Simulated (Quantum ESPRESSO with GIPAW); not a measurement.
# ZnH4C4O4: which site gives which 13C line?

The values are calculated: DFT, PBE, plane-wave PAW (pslibrary 1.0.0 recipes), scalar-relativistic, GIPAW shieldings (Quantum ESPRESSO with GIPAW, a patched development version). Shieldings are without the macroscopic shape term, which is common to all sites.

```xyz
13
Lattice="3.7925 -2.9922 0.0000 3.7925 2.9922 0.0000 -1.9851 0.0000 5.9295" Properties=species:S:1:pos:R:3 pbc="T T T"
Zn    3.7925    3.0058    0.0000
O     4.1713    1.2350    5.3673
O     1.4286    1.2350    0.5622
O     2.2425    1.8215    4.4265
O     3.3574    1.8215    1.5031
C     3.2628    1.0618    4.4861
C     2.3371    1.0618    1.4434
C     3.3529   -0.0638    3.4842
C     2.2469   -0.0638    2.4453
H     4.3438   -0.0295    3.0156
H     1.2561   -0.0295    2.9139
H     3.3350   -0.9984    4.0643
H     2.2649   -0.9984    1.8652
```

The cell is an entry of the Crystallography Open Database; it need not be the form that is stable at ambient conditions. The coordinates shown are those after relaxation (atoms relaxed).

The C sites:

| site | atom no. | atoms in cell | site symmetry | surroundings | bonds (Å) |
| --- | --- | --- | --- | --- | --- |
| C(1) | 6 | 2 | 1 | CO2C | 1.27 to 1.51 |
| C(2) | 8 | 2 | 1 | CC2H2 | 1.10 to 1.52 |

The lines to be assigned:

| line | σ_iso (ppm) | relative area | span (ppm) | skew |
| --- | --- | --- | --- | --- |
| A | 132.5 | 1 | 30.6 | 0.54 |
| B | -23.7 | 1 | 126.1 | 0.87 |

Simulated spectrum: 13C static powder, 20 T (214.2 MHz), lines broadened by 4.4 ppm; the axis counts ppm from the isotropic position of the most shielded site, as −Δσ; rigid lattice, with dipolar and J couplings left out.

```
offset (ppm)  intensity
       227.3       0.00
       218.9       0.00
       210.4       0.00
       202.0       0.10
       194.2       0.42
       192.9       0.45
       185.8       0.27
       177.4       0.20
       169.6       0.17
       161.2       0.14
       152.7       0.13
       145.0       0.12
       136.5       0.11
       128.1       0.10
       119.7       0.10
       111.9       0.09
       103.5       0.09
        95.0       0.08
        87.3       0.08
        78.8       0.07
        70.4       0.00
        62.6       0.00
        54.2       0.00
        45.8       0.00
        37.3       0.00
        29.6       0.00
        21.1       0.01
        12.7       0.33
         5.6       1.00
         4.9       0.99
        -3.5       0.53
       -11.9       0.40
       -19.7       0.08
       -28.1       0.00
       -36.6       0.00
       -44.3       0.00
```

Most prominent maxima (ppm: height): 192.9: 0.45, 5.6: 1.00.

Q: Assign the lines to the sites.

The calculated assignment is A is C(2) (CC2H2); B is C(1) (CO2C). The bonded neighbours set the region: A with C2H2; B with O2C.

[Banner, clock, file and message-heading lines were taken out of the pw.x and gipaw.x logs.]

[Logs are printed without paths, hosts, clocks, repeated set-up lines and the standing remarks that a program may print on its own settings, such as how far it seeks lower states.]

[Hosts, paths, dates, database ids (printed as entryN), source tags and the programs' standing remarks are cut or masked in the printed files.]
